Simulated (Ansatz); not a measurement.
## (LiCl)1(MgS)3 [001] superlattice, started as rocksalt type: from the cell to its phonons

Aim: the vibrations of (LiCl)1(MgS)3 [001] superlattice, started as rocksalt type, their spectra, and whether the structure is stable.

Method: DFT PBE, scalar-relativistic, plane waves, PAW, in Ansatz 0.2.0.

This is a report of a sequence of runs, with most program output left out.

The structure was built from a prototype and need not be the compound's stable phase.

### Step 1. The structure

Symmetry: P4/mmm, No. 123, tetragonal system. The conventional cell has a = 3.666 Å, b = 3.666 Å, c = 10.370 Å, α = 90.00°, β = 90.00°, γ = 90.00°. Cl has 2 Mg at 2.59 Å and 4 Li at 2.59 Å nearest. Li has 2 S at 2.59 Å and 4 Cl at 2.59 Å nearest. Nearest to Mg lie 5 S at 2.59 Å and 1 Cl at 2.59 Å. Mg has 6 S at 2.59 Å nearest. S has 5 Mg at 2.59 Å and 1 Li at 2.59 Å nearest. Nearest to S lie 6 Mg at 2.59 Å. Farther neighbours and most contacts between anions are not listed.

### Step 2. Bringing the structure to rest

Harmonic phonons are second derivatives at a point where the forces vanish, and they are wanted at zero stress, so atoms and cell are relaxed first.

input.yaml reads:

```yaml
crystal:
  lattice:
    - [2.5925, 2.5925, 0.0]
    - [-2.5925, 2.5925, 0.0]
    - [0.0, 0.0, 10.37]
  atoms:
    - { symbol: Cl, position: [0.5, 0.5, 0.0] }
    - { symbol: Li, position: [0.0, 0.0, 0.0] }
    - { symbol: Mg, position: [0.5, 0.5, 0.25] }
    - { symbol: Mg, position: [0.0, 0.0, 0.5] }
    - { symbol: Mg, position: [0.5, 0.5, 0.75] }
    - { symbol: S, position: [0.0, 0.0, 0.25] }
    - { symbol: S, position: [0.5, 0.5, 0.5] }
    - { symbol: S, position: [0.0, 0.0, 0.75] }
kpoints:
  mp_grid: { grid: [6, 6, 2] }
hamiltonian:
  xc: pbe
scf:
  occupations: { method: gaussian, width: 0.02 }
output:
  forces: true
  stress: true
  eigenvalues: true
relax:
  adjacent_minimum: "off"
  f_tol: 0.005
  max_steps: 80
  cell: { stress_tol: 0.05 }
```

The run is started by

```console
$ ansatz run input.yaml --threads 4 --pin off --max-ram 14336MiB --backend cpu --events-out ev --progress --plain --runs-dir out
```

It took 11 s on 4 threads of Arm Neoverse V1, shared host; peak memory 0.5 GiB.

The steps of the relaxation:

```csv
step,energy less that of the first step (eV),largest force component (eV/Å),pressure (GPa),volume (Å³)
1,0.0000,0.3458,1.13,139.39
2,-0.0311,0.0701,0.22,141.15
3,-0.0345,0.0224,-0.01,141.84
4,-0.0352,0.0029,-0.02,142.00
5,-0.0352,0.0058,-0.04,142.02
6,-0.0353,0.0009,0.01,141.94
7*,-0.0353,0.0009,0.01,141.94
```

Relaxation steps marked * repeat the geometry before them on a plane-wave basis chosen anew for their cell, so energy and pressure can jump there.

The run keeps the 16 symmetry operations that it works with, so distortions that break them were not tested.

```csv
"conventional cell, symmetrised",before,after,change
a (Å),3.666,3.676,+0.3 %
b (Å),3.666,3.676,+0.3 %
c (Å),10.370,10.502,+1.3 %
volume (Å³/atom),17.42,17.74,+1.8 %
```

The atoms that moved most (Å, as changes of fractional coordinates times the final cell):

```csv
atom,dx,dy,dz,length
Mg3,0.000,0.000,0.056,0.056
Mg5,0.000,0.000,-0.056,0.056
S8,0.000,0.000,0.019,0.019
S6,0.000,0.000,-0.019,0.019
```

A gap read on the k-mesh alone can miss the band edges.

This step gave:

```yaml
pressure: 0.008631 GPa
gap_on_the_k_mesh: 2.831 eV
volume_per_atom: 17.74 Å³
direct_gap_on_mesh: 3.324 eV
```

In this step the volume went from 17.42 to 17.74 Å³/atom.

### Step 3. Tight relaxation

Phonons need a cell at rest on their own settings, so the relaxation is repeated with tight tolerances on forces and stress, using the mesh and the filling of the phonon run that follows.

input.yaml reads:

```yaml
crystal:
  lattice:
    - [2.5996112585, 2.5996112585, 0.0]
    - [-2.5996112585, 2.5996112585, 0.0]
    - [0.0, 0.0, 10.5015330296]
  atoms:
    - { symbol: Cl, position: [0.5, 0.5, 0.0] }
    - { symbol: Li, position: [0.0, 0.0, 0.0] }
    - { symbol: Mg, position: [0.5, 0.5, 0.2553027325] }
    - { symbol: Mg, position: [0.0, 0.0, 0.5] }
    - { symbol: Mg, position: [0.5, 0.5, 0.7446972675] }
    - { symbol: S, position: [0.0, 0.0, 0.2481603423] }
    - { symbol: S, position: [0.5, 0.5, 0.5] }
    - { symbol: S, position: [0.0, 0.0, 0.7518396577] }
kpoints:
  mp_grid: { grid: [8, 8, 2] }
hamiltonian:
  xc: pbe
scf:
  occupations: { method: fixed }
output:
  forces: true
  stress: true
  eigenvalues: true
relax:
  adjacent_minimum: "off"
  f_tol: 0.001
  max_steps: 60
  cell: { stress_tol: 0.01 }
```

Run time: 10 s. Hardware: 4 threads; peak memory 0.53 GiB; 38 s of CPU time.

Little changed from the start: no atom moved by 0.005 Å and no cell edge by 0.1 %.

This step gave:

* pressure: 0.001086 GPa
* direct gap on mesh: 3.325 eV

The largest force component left is 0.40 meV/Å and the pressure is 0.001 GPa, within the tolerances set. The cell now holds 17.74 Å³/atom.

### Step 4. Linear response at the zone centre

The zone centre is the only wavevector solved here; it holds the modes that light can see, as far as symmetry allows. The response to a homogeneous field gives the Born charges and the dielectric tensor, and its change with displacement the Raman tensors.

input.yaml reads:

```yaml
crystal:
  lattice:
    - [2.5993610495, 2.5993610495, 0.0]
    - [-2.5993610495, 2.5993610495, 0.0]
    - [0.0, 0.0, 10.5039034463]
  atoms:
    - { symbol: Cl, position: [0.5, 0.5, 0.0] }
    - { symbol: Li, position: [0.0, 0.0, 0.0] }
    - { symbol: Mg, position: [0.5, 0.5, 0.2552928592] }
    - { symbol: Mg, position: [0.0, 0.0, 0.5] }
    - { symbol: Mg, position: [0.5, 0.5, 0.7447071408] }
    - { symbol: S, position: [0.0, 0.0, 0.2481599491] }
    - { symbol: S, position: [0.5, 0.5, 0.5] }
    - { symbol: S, position: [0.0, 0.0, 0.7518400509] }
kpoints:
  mp_grid: { grid: [8, 8, 2] }
hamiltonian:
  xc: pbe
scf:
  occupations: { method: fixed }
output:
  eigenvalues: true
phonons:
  method: dfpt
  dielectric: true
  rigid_motions: translations
  raman: true
```

The job ended after 7.2 min (4 threads; peak memory 2.3 GiB).

Numbers from this step:

```
sum-rule residual before enforcement                    : 0.001372 eV/Å²
miss of the charge sum rule                             : 0.01172 e
estimated error of the dielectric tensor                : 0.01694
estimated error of the Born charges                     : 0.01298 e
point group                                             : 4/mmm
highest optical mode at the zone centre (no LO-TO term) : 322.3 cm⁻¹
lowest optical zone-centre mode                         : 101.8 cm⁻¹
mean high-frequency dielectric constant                 : 4.711
largest Born charge (third of the trace)                : 2.320 e
mean static dielectric constant                         : 15.99
top of the zone-centre spectrum with the field          : 395.1 cm⁻¹
```

Without the LO-TO term. Patterns of degenerate modes are one choice out of their space. Modes at Γ, with each element's share of the kinetic energy:

```csv
mode,frequency (cm⁻¹),symmetry,Cl %,Li %,Mg %,S %
1,0.0,acoustic,17,3,34,45
2,0.0,acoustic,17,3,34,45
3,0.0,acoustic,17,3,34,45
4,101.8,Eg,0,0,54,46
5,101.8,Eg,0,0,54,46
6,106.1,Eu,62,6,16,16
7,106.1,Eu,62,6,16,16
8,127.8,Eu,10,1,54,35
9,127.8,Eu,10,1,54,35
10,153.8,A2u,55,1,36,8
11,173.8,Eu,10,89,0,0
12,173.8,Eu,10,89,0,0
13,184.0,A1g,0,0,42,58
14,184.1,A2u,9,3,70,18
15,221.7,A2u,2,55,11,32
16,238.4,Eu,1,0,53,46
17,238.4,Eu,1,0,53,46
18,244.3,Eg,0,0,46,54
19,244.3,Eg,0,0,46,54
20,259.0,Eu,0,0,42,57
21,259.0,Eu,0,0,42,57
22,266.5,A2u,12,7,29,52
23,290.8,A1g,0,0,58,42
24,322.3,A2u,5,30,20,45
```

Displacements in mode 5 (101.8 cm⁻¹), the largest set to 1:
```
Cl1  0.00  0.00  0.00
Li2  0.00  0.00  0.00
Mg3  1.00  0.03  0.00
Mg4  0.00  0.00  0.00
Mg5 -1.00 -0.03  0.00
S6   0.80  0.02  0.00
S7   0.00  0.00  0.00
S8  -0.80 -0.02  0.00
```

Displacements in mode 8 (127.8 cm⁻¹), the largest set to 1:
```
Cl1  0.55 -0.01  0.00
Li2  0.38 -0.01  0.00
Mg3 -0.83  0.02  0.00
Mg4  1.00 -0.03  0.00
Mg5 -0.83  0.02  0.00
S6  -0.50  0.01  0.00
S7   0.81 -0.02  0.00
S8  -0.50  0.01  0.00
```

Optical modes at the zone centre, without and with the macroscopic field of the longitudinal modes; each column is sorted by frequency, so a row need not hold one and the same mode. Modes with and without the field, by row:

```csv
rank among optical modes,no field (cm⁻¹),"q along (1, 0, 0) (cm⁻¹)","q along (0, 0, 1) (cm⁻¹)"
1,101.8,101.8,101.8
2,101.8,101.8,101.8
3,106.1,106.1,106.1
4,106.1,107,106.1
5,127.8,127.8,127.8
6,127.8,128.8,127.8
7,153.8,153.8,173.8
8,173.8,173.8,173.8
9,173.8,184,174.6
10,184,184.1,184
11,184.1,185.2,184.5
12,221.7,221.7,238.4
13,238.4,238.4,238.4
14,238.4,244.3,244.3
15,244.3,244.3,244.3
16,244.3,259,259
17,259,259,259
18,259,266.5,265.2
19,266.5,290.8,290.8
20,290.8,322.3,319.9
21,322.3,395.1,382.6
```

Born charge (rows field, columns displacement) (e), principal values of the symmetric part by kind of site:

```csv
atom,atoms with these values,low,middle,high,mean
Cl1,1,-2.07,-1.21,-1.21,-1.50
Li2,1,1.13,1.13,1.52,1.26
Mg3,2,2.17,2.40,2.40,2.32
Mg4,1,1.92,2.34,2.34,2.20
S6,2,-2.38,-2.38,-1.88,-2.22
S7,1,-2.28,-2.28,-1.94,-2.17
```

In full for S7:

```
-2.28  0.00  0.00
 0.00 -2.28  0.00
 0.00  0.00 -1.94
```

High-frequency dielectric tensor:

```
4.81 0.00 0.00
0.00 4.81 0.00
0.00 0.00 4.52
```

Static dielectric tensor (ions relaxed, fixed cell):

```
15.49  0.00  0.00
 0.00 15.49  0.00
 0.00  0.00 17.00
```

Transverse modes. Lines of the infrared spectrum (strongest = 100):

```csv
position (cm⁻¹),lines merged,relative intensity
102,1,0.0
106,1,0.9
128,1,1.4
154,1,18
174,1,23
184,2,0.2
222,1,37
238,1,100
244,1,0.0
259,1,0.0
266,1,1.1
291,1,0.0
322,1,0.6
```

Activity x (w_L - w)^4 (n + 1)/w, 532 nm, 300 K; modes without the macroscopic field alone. Raman lines, with heights relative to the strongest:

```csv
position (cm⁻¹),lines merged,relative intensity
102,1,1.4
106,1,0.0
128,1,0.0
154,1,0.0
174,1,0.0
184,2,100
222,1,0.0
238,1,0.0
244,1,2.4
259,1,0.0
266,1,0.0
291,1,6.0
322,1,0.0
```

Before it was imposed, the acoustic sum rule was missed by 0.0014 eV/Å² and the charge sum rule by 0.012 e. Small misses are needed for a sound result but don't prove that mesh and cutoff are converged. The lowest optical mode is real, 102 cm⁻¹.

The log warns of the k mesh: “the force constants stand on the 8×8×2 k-mesh, whose period is 12.88 times the interband length at k = (0.0000, 0.0000, 0.0000), direct gap 3.325 eV, under 14: take them and everything formed from them as unconverged”.

### Step 5. Another isotope, element Cl, natural mass 35.45 amu

An isotope changes the mass and not the force constants, so no new electronic calculation is needed; the shifts show which modes move this element.

The same force constants with the mass of Cl changed from 35.450 to 36.966 u (phonopy, no LO-TO term). Both lists are sorted by frequency; levels can cross, so a row need not hold one and the same mode. Modes under 3 cm⁻¹ are left out. Isotope shifts, by row:

```csv
q,rank,natural mass (cm⁻¹),changed mass (cm⁻¹)
0 0 0,4,101.8,101.8
0 0 0,5,101.8,101.8
0 0 0,6,106.1,104.7
0 0 0,7,106.1,104.7
0 0 0,8,127.8,127.5
0 0 0,9,127.8,127.5
0 0 0,10,153.8,152
0 0 0,11,173.8,173.4
0 0 0,12,173.8,173.4
0 0 0,13,184,183.8
0 0 0,14,184.1,184
0 0 0,15,221.7,221.6
0 0 0,16,238.4,238.4
0 0 0,17,238.4,238.4
0 0 0,18,244.3,244.3
0 0 0,19,244.3,244.3
0 0 0,20,259,259
0 0 0,21,259,259
0 0 0,22,266.5,265.9
0 0 0,23,290.8,290.8
0 0 0,24,322.3,322
```

A mode of this element alone would shift by -2.07 %. The highest zone-centre frequency without the field goes from 322.3 to 322.0 cm⁻¹ (-0.1 %). The product of the frequency ratios over all optical modes at Γ is 0.949; the product rule, (m/m′)^(3k/2) (M′/M)^(3/2) with k = 1 such atoms and M the mass of the cell, gives 0.949.

### Step 6. Another isotope, element Li, natural mass 6.94 amu

The same for Li, from 6.94 to 6.02 u.

A mode of this element alone would shift by +7.41 %. The highest zone-centre frequency without the field goes from 322.3 to 330.4 cm⁻¹ (+2.5 %). The product of the frequency ratios over all optical modes at Γ is 1.231; the product rule, (m/m′)^(3k/2) (M′/M)^(3/2) with k = 1 such atoms and M the mass of the cell, gives 1.231.

### Step 7. Another isotope, element Mg, natural mass 24.305 amu

The same for Mg, from 24.30 to 25.98 u.

The same force constants with the mass of Mg changed from 24.305 to 25.983 u (phonopy, no LO-TO term). Both lists are sorted by frequency; levels can cross, so a row need not hold one and the same mode. Modes under 3 cm⁻¹ are left out. Isotope shifts, by row:

```csv
q,rank,natural mass (cm⁻¹),changed mass (cm⁻¹)
0 0 0,4,101.8,99.96
0 0 0,5,101.8,99.96
0 0 0,6,106.1,105.5
0 0 0,7,106.1,105.5
0 0 0,8,127.8,125.5
0 0 0,9,127.8,125.5
0 0 0,10,153.8,151.9
0 0 0,11,173.8,173.8
0 0 0,12,173.8,173.8
0 0 0,13,184,179.7
0 0 0,14,184.1,181.3
0 0 0,15,221.7,220.9
0 0 0,16,238.4,234.3
0 0 0,17,238.4,234.3
0 0 0,18,244.3,240.7
0 0 0,19,244.3,240.7
0 0 0,20,259,255.5
0 0 0,21,259,255.5
0 0 0,22,266.5,264.1
0 0 0,23,290.8,285.4
0 0 0,24,322.3,320.3
```

A mode of this element alone would shift by -3.28 %. The highest zone-centre frequency without the field goes from 322.3 to 320.3 cm⁻¹ (-0.6 %). The product of the frequency ratios over all optical modes at Γ is 0.767; the product rule, (m/m′)^(3k/2) (M′/M)^(3/2) with k = 3 such atoms and M the mass of the cell, gives 0.767.

### Step 8. Isotope substitution, element S, natural mass 32.06 amu

The same for S, from 32.06 to 33.97 u.

The same force constants with the mass of S changed from 32.060 to 33.968 u (phonopy, no LO-TO term). Both lists are sorted by frequency; levels can cross, so a row need not hold one and the same mode. Modes under 3 cm⁻¹ are left out. Isotope shifts, by row:

```csv
q,rank,natural mass (cm⁻¹),changed mass (cm⁻¹)
0 0 0,4,101.8,100.5
0 0 0,5,101.8,100.5
0 0 0,6,106.1,105.6
0 0 0,7,106.1,105.6
0 0 0,8,127.8,126.5
0 0 0,9,127.8,126.5
0 0 0,10,153.8,153.4
0 0 0,11,173.8,173.8
0 0 0,12,173.8,173.8
0 0 0,13,184,180.8
0 0 0,14,184.1,183.1
0 0 0,15,221.7,219.6
0 0 0,16,238.4,235.3
0 0 0,17,238.4,235.3
0 0 0,18,244.3,240.6
0 0 0,19,244.3,240.6
0 0 0,20,259,254.9
0 0 0,21,259,254.9
0 0 0,22,266.5,262.5
0 0 0,23,290.8,287.5
0 0 0,24,322.3,318.4
```

A mode of this element alone would shift by -2.85 %. The highest zone-centre frequency without the field goes from 322.3 to 318.4 cm⁻¹ (-1.2 %). The product of the frequency ratios over all optical modes at Γ is 0.802; the product rule, (m/m′)^(3k/2) (M′/M)^(3/2) with k = 3 such atoms and M the mass of the cell, gives 0.802.

### Step 9. What came out

| Property | Result |
| --- | --- |
| space group after relaxation (within 0.01 Å) | P4/mmm |
| volume per atom | 17.7 Å³ |
| gap on the k-mesh | 2.83 eV |
| highest optical mode at the zone centre (no LO-TO term) | 322 cm⁻¹ |
| top of the zone-centre spectrum with the field | 395 cm⁻¹ |
| lowest optical zone-centre mode | 102 cm⁻¹ |
| mean high-frequency dielectric constant | 4.71 |
| mean static dielectric constant | 16.0 |
| largest Born charge (third of the trace) | 2.32 e |
| imaginary modes at Γ (the only wavevector solved) | none |

In words: The structure is stable against zone-centre distortions, since no mode there is imaginary; other wavevectors were not solved, so zone-boundary instabilities are untested. Without the field, the optical modes at Γ span 102 to 322 cm⁻¹. No dispersion was computed. The highest mode in this list at Γ, 322.3 cm⁻¹, has its largest share on S (45 % of the kinetic energy). With the macroscopic field of the longitudinal modes the top of the zone-centre spectrum lies at 395 cm⁻¹, against 322 cm⁻¹ without it. Lattice motion raises the mean dielectric constant from 4.711 to 15.99. The strongest infrared line is at 238 cm⁻¹. Averaged over orientations, the strongest Raman line at 532 nm and 300 K is at 184 cm⁻¹. With the field response the log warns that the k mesh is coarse for the force constants too, so the frequencies may not be converged. The starting cell was built on a prototype and not taken from a measurement, so the phase need not exist. These are harmonic frequencies at zero temperature: anharmonic shifts, linewidths and thermal expansion are left out.

[Logs are printed without paths, hosts, clocks, repeated set-up lines and the standing remarks that a program may print on its own settings, such as how far it seeks lower states.]

[Hosts, paths, dates, database ids (printed as entryN), source tags and the programs' standing remarks are cut or masked in the printed files.]
